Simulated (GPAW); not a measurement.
## Work function of Ta2NOS MXene monolayer at several levels

How far do functional and basis move the work function of Ta2NOS MXene monolayer?

Method: GPAW, PAW setups; layer in a repeated cell with vacuum, relaxation of atoms and in-plane cell, in the first sound run; inputs show where later runs differ, in GPAW 26.7.0.

### Step 1. The starting structure

The cell holds 5 atoms: 1 S, 2 Ta, 1 N and 1 O. Its edges and angles: a = 3.155 Å, b = 3.155 Å, c = 23.533 Å, α = 90.0°, β = 90.0°, γ = 120.0°. Vacuum lies along c.

### Step 2. Relaxation

The atoms are relaxed first, since the surface dipole, and with it the work function, follows the positions of the outer layers.

File run.py:

```python
import json
import numpy as np
from ase import Atoms
from ase.filters import FrechetCellFilter
from ase.optimize import BFGS
from gpaw import GPAW, PW

slab = Atoms(
    ['S', 'Ta', 'N', 'Ta', 'O'],
    positions=[
        [-0.00000, 1.82130, 9.00000],
        [1.57729, 0.91065, 10.82737],
        [0.00000, 0.00000, 12.07208],
        [-0.00000, 1.82130, 13.31679],
        [1.57729, 0.91065, 14.53293]],
    cell=[[3.15458, 0.0, 0.0], [-1.57729, 2.73195, 0.0], [0.0, 0.0, 23.5329]],
    pbc=[True, True, True])

slab.calc = GPAW(mode=PW(600), xc='PBE', kpts={'size': (12, 12, 1), 'gamma': True},
                 occupations={'name': 'fermi-dirac', 'width': 0.05}, nbands='160%',
                 convergence={'density': 1e-05}, maxiter=200,
                 symmetry={'tolerance': 1e-3}, txt='slab.txt')
result = {}
# The in-plane cell is free; stress needs a cell that repeats along all three vectors
path = []
opt = BFGS(FrechetCellFilter(slab, mask=[1, 1, 0, 0, 0, 1]), maxstep=0.2)
opt.attach(lambda: path.append((slab.get_potential_energy(), slab.positions.tolist(), slab.get_forces().tolist())))
result['relaxed'] = bool(opt.run(fmax=0.02, steps=45))
result['path'] = path
result['cell'] = slab.cell.tolist()
print('in-plane lattice', slab.cell.cellpar().round(4)[[0, 1, 5]])
energy = slab.get_potential_energy()
fermi = slab.calc.get_fermi_level()
v = slab.calc.get_electrostatic_potential().mean((0, 1)) - fermi
n = slab.calc.get_pseudo_density().mean((0, 1))
L = slab.cell[2, 2]
z = np.arange(len(v)) * L / len(v)
low, high = slab.positions[:, 2].min(), slab.positions[:, 2].max()
below, above = np.interp([low - 6.8, high + 6.8], z, v)
slopes = [np.interp(x, z, np.gradient(v, z)) for x in (low - 6.8, high + 6.8)]
eps = np.array([[slab.calc.get_eigenvalues(k, s) for k in range(len(slab.calc.get_ibz_k_points()))]
                for s in range(slab.calc.get_number_of_spins())]) - fermi
top, bottom = eps[eps < 0].max(), eps[eps > 0].min()
dipole = slab.get_dipole_moment()[2]
print(f'energy {energy:.4f} eV, Fermi level {fermi:.4f} eV, dipole {dipole:.5f} e A')
print(f'potential 6.8 A off the faces, from the Fermi level: lower {below:.4f} eV, upper {above:.4f} eV')
print(f'slope of the potential there: lower {slopes[0]:.5f}, upper {slopes[1]:.5f} eV/A')
print(f'nearest levels on the mesh: {top:.4f} and {bottom:.4f} eV')
print('magnetic moment', round(slab.get_magnetic_moment(), 3))
result.update(energy=energy, fermi=fermi, dipole=dipole, below=below, above=above, slopes=slopes, edges=[top, bottom],
              z=z.tolist(), v=v.tolist(), n=n.tolist(), positions=slab.positions.tolist(),
              forces=slab.get_forces(apply_constraint=False).tolist(), moments=slab.get_magnetic_moments().tolist())
json.dump(result, open('result.json', 'w'))
```

The run is started by

```console
$ OMP_NUM_THREADS=1 OPENBLAS_NUM_THREADS=1 python run.py
```

Log:

```text
Step          Energy          fmax
BFGS:    0      -43.709128        2.343981
BFGS:    1      -43.874289        1.744958
BFGS:    2      -44.047496        1.313298
BFGS:    3      -44.088300        1.068675
BFGS:    4      -44.158395        0.897078
BFGS:    5      -44.179145        0.405007
BFGS:    6      -44.198389        0.338344
BFGS:    7      -44.244881        0.370580
BFGS:    8      -44.256144        0.237876
BFGS:    9      -44.262530        0.071831
BFGS:   10      -44.263122        0.043866
BFGS:   11      -44.263386        0.027114
BFGS:   12      -44.263730        0.017723
in-plane lattice [  3.1887   3.1888 120.    ]
energy -44.2584 eV, Fermi level 0.0912 eV, dipole -0.00008 e A
potential 6.8 A off the faces, from the Fermi level: lower 5.0397 eV, upper 5.0393 eV
slope of the potential there: lower -0.00033, upper 0.00024 eV/A
nearest levels on the mesh: -0.0289 and 0.0540 eV
magnetic moment 0.0
```

Wall time 22 min (1 thread of Arm Neoverse V1, shared host); peak memory 0.68 GiB.

This step gave:

| Item | Value |
| --- | --- |
| dipole along the normal | -7.66e-5 e·Å |
| levels nearest the Fermi level on the mesh | -0.02885, 0.05402 eV from the Fermi level |

The electrostatic potential energy of an electron (without an applied field's), less the Fermi level, planar mean oscillates, so the rows of the table below give means over windows of 1 Å about each position, cut where the curve ends. Its maxima inside the range that stand out by 2 % of the span (Å: eV): 9.9: -6.25, 11.7: -9.29, 12.5: -11.9, 14.0: -11.9. Its minima: 9.2: -19.1, 10.9: -23.9, 12.1: -15.2, 13.2: -24.6, 14.2: -12.7.

Electrostatic potential energy of an electron (without an applied field's), less the Fermi level, planar mean against z; means over each step:

```csv
z (Å),"electrostatic potential energy of an electron (without an applied field's), less the Fermi level, planar mean (eV)"
0,5.04
1,5.04
2,5.04
3,5.04
4,5.04
5,5.04
6,5.04
7,4.98
8,3.55
9,-11.3
10,-9.67
11,-19.5
12,-12.1
13,-19.6
14,-13.2
15,1.71
16,4.95
17,5.03
18,5.04
19,5.04
20,5.04
21,5.04
22,5.04
23,5.04
```

The pseudo valence density, planar mean oscillates, so the rows of the table below give means over windows of 1 Å about each position, cut where the curve ends. Its maxima inside the range that stand out by 2 % of the span (Å: e/Å³): 9.6: 0.508, 10.8: 1.31, 12.2: 0.767, 13.2: 1.35, 14.3: 0.896. Its minima: 9.9: 0.467, 11.5: 0.614, 12.6: 0.711, 13.8: 0.782.

Table of pseudo valence density, planar mean by z; means over each step:

```csv
z (Å),"pseudo valence density, planar mean (e/Å³)"
5,7.5e-6
6,1.5e-4
7,0.00346
8,0.0811
9,0.387
10,0.541
11,1.03
12,0.708
13,1.04
14,0.854
15,0.240
16,0.00644
17,1.9e-4
18,7.1e-6
```

The relaxation lowered the energy of the cell by 0.556 eV (energies extrapolated to zero smearing; the optimiser's log prints free energies). The largest force left on a free atom is 0.018 eV/Å.

### Step 3. The slab's potential

With the geometry fixed, the planar mean of the potential gives the vacuum level on each side.

This step: GPAW, PAW setups; slab in vacuum (GPAW 26.7.0).

The cell differs from the one that the last finished run ended in (c 23.533 → 23.057 Å).

Changes to run.py since step 2:

```diff
@@ -3,4 +3,2 @@
 from ase import Atoms
-from ase.filters import FrechetCellFilter
-from ase.optimize import BFGS
 from gpaw import GPAW, PW
@@ -10,23 +8,16 @@
     positions=[
-        [-0.00000, 1.82130, 9.00000],
-        [1.57729, 0.91065, 10.82737],
-        [0.00000, 0.00000, 12.07208],
-        [-0.00000, 1.82130, 13.31679],
-        [1.57729, 0.91065, 14.53293]],
-    cell=[[3.15458, 0.0, 0.0], [-1.57729, 2.73195, 0.0], [0.0, 0.0, 23.5329]],
-    pbc=[True, True, True])
+        [-0.00000, 1.84103, 9.00000],
+        [1.59437, 0.92051, 10.63163],
+        [0.00000, 0.00000, 11.88325],
+        [-0.00000, 1.84103, 13.00102],
+        [1.59437, 0.92051, 14.05696]],
+    cell=[[3.18875, 0.0, 0.0], [-1.59437, 2.76154, 0.0], [0.0, 0.0, 23.057]],
+    pbc=[True, True, False])
 
-slab.calc = GPAW(mode=PW(600), xc='PBE', kpts={'size': (12, 12, 1), 'gamma': True},
+slab.calc = GPAW(mode=PW(500), xc='PBE', kpts={'size': (12, 12, 1), 'gamma': True},
                  occupations={'name': 'fermi-dirac', 'width': 0.05}, nbands='160%',
                  convergence={'density': 1e-05}, maxiter=200,
+                 poissonsolver={'dipolelayer': 'xy'},
                  symmetry={'tolerance': 1e-3}, txt='slab.txt')
 result = {}
-# The in-plane cell is free; stress needs a cell that repeats along all three vectors
-path = []
-opt = BFGS(FrechetCellFilter(slab, mask=[1, 1, 0, 0, 0, 1]), maxstep=0.2)
-opt.attach(lambda: path.append((slab.get_potential_energy(), slab.positions.tolist(), slab.get_forces().tolist())))
-result['relaxed'] = bool(opt.run(fmax=0.02, steps=45))
-result['path'] = path
-result['cell'] = slab.cell.tolist()
-print('in-plane lattice', slab.cell.cellpar().round(4)[[0, 1, 5]])
 energy = slab.get_potential_energy()
```

Log:

```text
energy -43.4812 eV, Fermi level 0.2011 eV, dipole 0.00004 e A
potential 6.8 A off the faces, from the Fermi level: lower 5.0423 eV, upper 5.0349 eV
slope of the potential there: lower -0.00064, upper 0.00026 eV/A
nearest levels on the mesh: -0.0294 and 0.0556 eV
magnetic moment 0.0
```

Run time: 1.8 min. Hardware: 1 thread; peak memory 0.28 GiB.

Numbers from this step:

| Item | Value |
| --- | --- |
| dipole along the normal | 3.71e-5 e·Å |
| levels nearest the Fermi level on the mesh | -0.02941, 0.05556 eV from the Fermi level |
| upper work function | 5.035 eV |
| lower work function | 5.042 eV |

The electrostatic potential energy of an electron (without an applied field's), less the Fermi level, planar mean oscillates, so the rows of the table below give means over windows of 0.5 Å about each position, cut where the curve ends. Its maxima inside the range that stand out by 2 % of the span (Å: eV): 9.70: -6.25, 11.43: -9.33, 12.20: -12.0, 13.74: -11.8. Its minima: 9.03: -19.0, 10.66: -23.9, 11.91: -15.2, 12.97: -24.6, 13.93: -12.6.

The electrostatic potential energy of an electron (without an applied field's), less the Fermi level, planar mean by z; means over each step:

```csv
z (Å),"electrostatic potential energy of an electron (without an applied field's), less the Fermi level, planar mean (eV)"
0.0,5.04
0.5,5.04
1.0,5.04
1.5,5.04
2.0,5.04
2.5,5.04
3.0,5.04
3.5,5.04
4.0,5.04
4.5,5.04
5.0,5.04
5.5,5.04
6.0,5.03
6.5,5.02
7.0,4.94
7.5,4.56
8.0,2.68
8.5,-5.30
9.0,-16.9
9.5,-8.83
10.0,-10.5
10.5,-21.7
11.0,-17.4
11.5,-10.6
12.0,-13.7
12.5,-15.7
13.0,-23.3
13.5,-15.5
14.0,-11.3
14.5,-1.01
15.0,4.05
15.5,4.87
16.0,5.00
16.5,5.03
17.0,5.03
17.5,5.03
18.0,5.03
18.5,5.03
19.0,5.03
19.5,5.03
20.0,5.03
20.5,5.03
21.0,5.03
21.5,5.03
22.0,5.03
22.5,5.04
```

The pseudo valence density, planar mean oscillates, so the rows of the table below give means over windows of 1 Å about each position, cut where the curve ends. Its maxima inside the range that stand out by 2 % of the span (Å: e/Å³): 9.4: 0.506, 10.6: 1.31, 11.9: 0.762, 13.1: 1.33, 14.0: 0.900. Its minima: 9.8: 0.465, 11.3: 0.604, 12.3: 0.715, 13.6: 0.771.

Pseudo valence density, planar mean against z; means over each step:

```csv
z (Å),"pseudo valence density, planar mean (e/Å³)"
5,1.6e-5
6,3.2e-4
7,0.00747
8,0.147
9,0.433
10,0.672
11,0.926
12,0.734
13,1.09
14,0.758
15,0.116
16,0.00288
17,8.8e-5
```

The potential is flat to 6.4e-4 eV/Å where it is read, so the vacuum is wide enough.

### Step 4. Self-consistent run: xc = "LDA"

The same geometry under LDA, to see how far the functional moves the levels against the vacuum.

Changes to run.py since step 3:

```diff
@@ -16,3 +16,3 @@
 
-slab.calc = GPAW(mode=PW(500), xc='PBE', kpts={'size': (12, 12, 1), 'gamma': True},
+slab.calc = GPAW(mode=PW(500), xc='LDA', kpts={'size': (12, 12, 1), 'gamma': True},
                  occupations={'name': 'fermi-dirac', 'width': 0.05}, nbands='160%',
```

Log:

```text
energy -48.3244 eV, Fermi level -0.1476 eV, dipole -0.00743 e A
potential 6.8 A off the faces, from the Fermi level: lower 5.3067 eV, upper 5.4528 eV
slope of the potential there: lower -0.00064, upper 0.00027 eV/A
nearest levels on the mesh: -0.0317 and 0.0619 eV
magnetic moment 0.0
```

It took 1.9 min on 1 thread; peak memory 0.28 GiB.

This step gave:

```yaml
dipole_along_the_normal: -0.007434 e·Å
levels_nearest_the_fermi_level_on_the_mesh: -0.03167, 0.06194 eV from the Fermi level
upper_work_function: 5.453 eV
lower_work_function: 5.307 eV
```

The electrostatic potential energy of an electron (without an applied field's), less the Fermi level, planar mean oscillates, so the rows of the table below give means over windows of 1 Å about each position, cut where the curve ends. Its maxima inside the range that stand out by 2 % of the span (Å: eV): 9.7: -5.93, 11.4: -8.95, 12.2: -11.6, 13.7: -11.4. Its minima: 9.0: -18.8, 10.7: -23.5, 11.9: -14.9, 13.0: -24.1, 13.9: -12.2.

The electrostatic potential energy of an electron (without an applied field's), less the Fermi level, planar mean by z; means over each step:

```csv
z (Å),"electrostatic potential energy of an electron (without an applied field's), less the Fermi level, planar mean (eV)"
0,5.33
1,5.31
2,5.31
3,5.31
4,5.31
5,5.30
6,5.30
7,5.17
8,2.17
9,-13.1
10,-11.6
11,-16.7
12,-12.6
13,-20.3
14,-9.42
15,4.03
16,5.41
17,5.45
18,5.45
19,5.45
20,5.45
21,5.45
22,5.45
```

The pseudo valence density, planar mean oscillates, so the rows of the table below give means over windows of 1 Å about each position, cut where the curve ends. Its maxima inside the range that stand out by 2 % of the span (Å: e/Å³): 9.4: 0.505, 10.6: 1.31, 11.9: 0.761, 13.1: 1.33, 14.0: 0.899. Its minima: 9.8: 0.465, 11.3: 0.604, 12.3: 0.714, 13.6: 0.771.

The pseudo valence density, planar mean by z; means over each step:

```csv
z (Å),"pseudo valence density, planar mean (e/Å³)"
5,1.5e-5
6,3.1e-4
7,0.00765
8,0.146
9,0.433
10,0.672
11,0.927
12,0.733
13,1.09
14,0.757
15,0.116
16,0.00286
17,8.0e-5
```

Force by atom:

```csv
atom,x (eV/Å),y (eV/Å),z (eV/Å),size
S1,0.000,0.000,0.654,0.654
Ta2,0.000,0.000,0.284,0.284
N3,0.000,0.000,0.031,0.031
Ta4,0.000,0.000,-0.096,0.096
O5,0.000,0.000,-0.890,0.890
```

The upper face's work function is 5.453 eV, against 5.035 eV in the first plane-wave PBE run at this geometry.

### Step 5. Self-consistent run: xc = "RPBE"

The same geometry under RPBE, to see how far the functional moves the levels against the vacuum.

Changes to run.py since step 4:

```diff
@@ -16,3 +16,3 @@
 
-slab.calc = GPAW(mode=PW(500), xc='LDA', kpts={'size': (12, 12, 1), 'gamma': True},
+slab.calc = GPAW(mode=PW(500), xc='RPBE', kpts={'size': (12, 12, 1), 'gamma': True},
                  occupations={'name': 'fermi-dirac', 'width': 0.05}, nbands='160%',
```

Log:

```text
energy -41.2597 eV, Fermi level 0.3266 eV, dipole 0.00285 e A
potential 6.8 A off the faces, from the Fermi level: lower 4.9418 eV, upper 4.8767 eV
slope of the potential there: lower -0.00063, upper 0.00026 eV/A
nearest levels on the mesh: -0.0287 and 0.0541 eV
magnetic moment 0.0
```

It took 1.8 min on 1 thread; peak memory 0.28 GiB.

This step gave:

| Item | Value |
| --- | --- |
| dipole along the normal | 0.002849 e·Å |
| levels nearest the Fermi level on the mesh | -0.02871, 0.05414 eV from the Fermi level |
| upper work function | 4.877 eV |
| lower work function | 4.942 eV |

The upper face's work function is 4.877 eV, against 5.035 eV in the first plane-wave PBE run at this geometry.

### Step 6. OptPBE vdW: xc = "optPBE-vdW"

The same geometry under optPBE-vdW, to see how far the functional moves the levels against the vacuum (the van der Waals functionals take revPBE setups).

Changes to run.py since step 5:

```diff
@@ -16,3 +16,3 @@
 
-slab.calc = GPAW(mode=PW(500), xc='RPBE', kpts={'size': (12, 12, 1), 'gamma': True},
+slab.calc = GPAW(mode=PW(500), xc='optPBE-vdW', kpts={'size': (12, 12, 1), 'gamma': True},
                  occupations={'name': 'fermi-dirac', 'width': 0.05}, nbands='160%',
```

Log:

```text
energy -86.9301 eV, Fermi level 0.0110 eV, dipole -0.00094 e A
potential 6.8 A off the faces, from the Fermi level: lower 5.2881 eV, upper 5.3007 eV
slope of the potential there: lower -0.00065, upper 0.00027 eV/A
nearest levels on the mesh: -0.0302 and 0.0592 eV
magnetic moment 0.0
```

Run time: 2.2 min. Hardware: 1 thread; peak memory 0.48 GiB.

Numbers from this step:

| Property | Result |
| --- | --- |
| dipole along the normal | -9.40e-4 e·Å |
| levels nearest the Fermi level on the mesh | -0.03024, 0.05919 eV from the Fermi level |
| upper work function | 5.301 eV |
| lower work function | 5.288 eV |

The electrostatic potential energy of an electron (without an applied field's), less the Fermi level, planar mean oscillates, so the rows of the table below give means over windows of 1 Å about each position, cut where the curve ends. Its maxima inside the range that stand out by 2 % of the span (Å: eV): 9.7: -6.24, 11.4: -9.32, 12.2: -12.0, 13.7: -11.8. Its minima: 9.0: -19.0, 10.7: -23.9, 11.9: -15.2, 13.0: -24.6, 13.9: -12.5.

Table of electrostatic potential energy of an electron (without an applied field's), less the Fermi level, planar mean by z; means over each step:

```csv
z (Å),"electrostatic potential energy of an electron (without an applied field's), less the Fermi level, planar mean (eV)"
0,5.29
1,5.29
2,5.29
3,5.29
4,5.29
5,5.29
6,5.28
7,5.13
8,2.08
9,-13.3
10,-11.9
11,-17.1
12,-12.9
13,-20.7
14,-9.73
15,3.82
16,5.25
17,5.30
18,5.30
19,5.30
20,5.30
21,5.30
22,5.30
```

The upper face's work function is 5.301 eV, against 5.035 eV in the first plane-wave PBE run at this geometry.

### Step 7. Self-consistent run: xc = "revPBE"

The same geometry under revPBE, to see how far the functional moves the levels against the vacuum.

Changes to run.py since step 6:

```diff
@@ -16,3 +16,3 @@
 
-slab.calc = GPAW(mode=PW(500), xc='optPBE-vdW', kpts={'size': (12, 12, 1), 'gamma': True},
+slab.calc = GPAW(mode=PW(500), xc='revPBE', kpts={'size': (12, 12, 1), 'gamma': True},
                  occupations={'name': 'fermi-dirac', 'width': 0.05}, nbands='160%',
```

Log:

```text
energy -41.6127 eV, Fermi level 0.3130 eV, dipole 0.00221 e A
potential 6.8 A off the faces, from the Fermi level: lower 4.9409 eV, upper 4.8889 eV
slope of the potential there: lower -0.00064, upper 0.00026 eV/A
nearest levels on the mesh: -0.0290 and 0.0549 eV
magnetic moment 0.0
```

Wall time 1.8 min (1 thread); peak memory 0.28 GiB.

Numbers from this step:

- dipole along the normal: 0.002210 e·Å
- levels nearest the Fermi level on the mesh: -0.02899, 0.05489 eV from the Fermi level
- upper work function: 4.889 eV
- lower work function: 4.941 eV

The upper face's work function is 4.889 eV, against 5.035 eV in the first plane-wave PBE run at this geometry.

(Part 1 of 2 ends here.)

[Logs are printed without paths, hosts, clocks, repeated set-up lines and the standing remarks that a program may print on its own settings, such as how far it seeks lower states.]

[Hosts, paths, dates, database ids (printed as entryN), source tags and the programs' standing remarks are cut or masked in the printed files.]
